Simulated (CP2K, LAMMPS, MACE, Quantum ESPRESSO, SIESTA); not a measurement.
# Zn25Hg15S40 with crystalline order left by the classical run (80 atoms): relaxations judged by plane waves

Aim: relax Zn25Hg15S40 with crystalline order left by the classical run (80 atoms) with MACE MPA-0 medium, CP2K double zeta and SIESTA DZP, then solve each end with plane waves to see how good it is.

These are calculated values.

### 1. Set-up

The cell holds 80 atoms (25 Zn, 15 Hg and 40 S), with edges of 12.13, 12.13 and 12.13 Å. Recipe: 80 atoms (25 Zn, 15 Hg, 40 S) placed at random at 5.51 g/cm³, melted at 2500 K for 10 ps at fixed volume with the Stillinger-Weber II-VI potential (Zhou et al., Phys. Rev. B 88, 085309 (2013)). Quenched from 2500 K to 300 K at 3 K/ps and fixed volume, held 5 ps, then minimised at fixed cell.

### 2. The judge

Quantum ESPRESSO 7.5: Kohn-Sham DFT, PBE, SSSP efficiency 1.3.0 pseudopotentials, plane waves. Its input for the start:

```
&control
  calculation = 'scf'
  pseudo_dir = './pseudo'
  outdir = './tmp'
  disk_io = 'none'
  tprnfor = .true.
  tstress = .true.
/
&system
  ibrav = 0
  nat = 80
  ntyp = 3
  ecutwfc = 60
  ecutrho = 480
  nosym = .true.
  occupations = 'smearing'
  smearing = 'fd'
  degauss = 0.003675
/
&electrons
  conv_thr = 4.0e-07
  electron_maxstep = 100
  mixing_beta = 0.4
  mixing_mode = 'plain'
  diagonalization = 'david'
/
ATOMIC_SPECIES
Zn 65.380 Zn.upf
Hg 200.592 Hg.upf
S 32.060 S.upf
CELL_PARAMETERS angstrom
12.12880 0.00000 0.00000
0.00000 12.12880 0.00000
0.00000 0.00000 12.12880
ATOMIC_POSITIONS crystal
Zn 0.37857 0.97516 0.96758
Zn 0.36136 0.42182 0.06441
Zn 0.83758 0.05061 0.94191
[... 75 atom lines left out ...]
S 0.14116 0.78090 0.54113
S 0.47281 0.90601 0.61718
K_POINTS gamma
```

Run time: 14 min. Hardware: 4 MPI ranks of Arm Neoverse V2, shared host; peak memory 7.6 GiB.

At the start it finds an r.m.s. force component of 0.29 eV/Å and a pressure of 0.39 GPa. The same input is run at the end of each relaxation.

### 3. The relaxations

The DFT methods use the judge's functional, PBE. 

Times are CPU times on a shared host and are rough.

| method | basis or training data | geometry steps | reached its threshold | own energy change (meV/atom) | r.m.s. move (Å) | largest move (Å) | CPU time |
| --- | --- | --- | --- | --- | --- | --- | --- |
| MACE MPA-0 medium | trained on PBE(+U) plane-wave data | 42 | yes | -41.7 | 0.26 | 0.95 | 54 s |
| CP2K double zeta | DZVP-MOLOPT-SR, GTH-PBE potentials, 640 Ry | 21 | yes | -39.0 | 0.23 | 0.83 | 1.8 h |
| SIESTA DZP | DZP orbitals, shift 0.01 Ry, mesh 400 Ry | 25 | yes | -43.2 | 0.22 | 0.86 | 52 min |

### 4. The ends, solved with plane waves

| geometry | energy less the start's (meV/atom) | r.m.s. force (eV/Å) | longest force (eV/Å) | pressure (GPa) |
| --- | --- | --- | --- | --- |
| start | 0.0 | 0.293 | 1.60 | 0.39 |
| end of MACE MPA-0 medium | -33.3 | 0.074 | 0.32 | 0.65 |
| end of CP2K double zeta | -38.1 | 0.032 | 0.17 | 0.26 |
| end of SIESTA DZP | -31.3 | 0.108 | 0.58 | -0.24 |

### 5. Do they end in the same place?

Distances between the ends, with any common shift taken off:

| ends | r.m.s. (Å) | largest (Å) |
| --- | --- | --- |
| MACE MPA-0 medium and CP2K double zeta | 0.119 | 0.51 |
| MACE MPA-0 medium and SIESTA DZP | 0.181 | 0.74 |
| CP2K double zeta and SIESTA DZP | 0.110 | 0.66 |

Bonds, counted by one set of cutoffs taken from the start, with their mean length:

| geometry | Zn-S (under 2.88 Å) | Hg-S (under 3.12 Å) |
| --- | --- | --- |
| start | 98 at 2.38 Å | 54 at 2.55 Å |
| MACE MPA-0 medium | 98 at 2.36 Å | 54 at 2.59 Å |
| CP2K double zeta | 98 at 2.37 Å | 53 at 2.59 Å |
| SIESTA DZP | 98 at 2.38 Å | 54 at 2.59 Å |

### 6. Outcome

By plane waves the end of CP2K double zeta lies lowest, 38.1 meV/atom under the start; MACE MPA-0 medium ends 4.8 meV/atom higher and SIESTA DZP ends 6.8 meV/atom higher. The plane-wave r.m.s. force is smallest after CP2K double zeta (0.032 eV/Å) and largest after SIESTA DZP (0.11 eV/Å), against 0.29 eV/Å at the start. Own against plane-wave energy change: MACE MPA-0 medium -41.7 against -33.3, CP2K double zeta -39.0 against -38.1 and SIESTA DZP -43.2 against -31.3 meV/atom.

The ends of MACE MPA-0 medium and SIESTA DZP differ by up to 0.74 Å for one atom, so they aren't one minimum, and their energies differ by path as well as by method. Bonds formed and lost against the start: MACE MPA-0 medium 0 and 0, CP2K double zeta 0 and 1 and SIESTA DZP 0 and 0, of 152. The pressure at the ends spans -0.2 to 0.6 GPa, from 0.4 GPa at the start.

**Limits.** Plane waves didn't relax the cell themselves, so each end could still go down at that level. The methods had unlike step limits and thresholds. The quench rate of 3 K/ps is many orders above laboratory rates, so the cell is likely richer in defects and strain than a real sample. The reference samples only Γ, in a cell whose shortest periodic width is 12 Å. Spin–orbit coupling is left out, which matters for the levels of the heavy elements. The plane-wave runs aren't exact: their cutoffs and mesh weren't converged further here. SIESTA's automatically made basis is far from complete, and its potentials were converted by us (checked for H, C, O, Si, Ge and Ca alone). Where levels are smeared, the DFT runs use Fermi–Dirac occupations at 580 K (0.05 eV), and energies are free energies.

[Logs are printed without paths, hosts, clocks, repeated set-up lines and the standing remarks that a program may print on its own settings, such as how far it seeks lower states.]

[Hosts, paths, dates, database ids (printed as entryN), source tags and the programs' standing remarks are cut or masked in the printed files.]
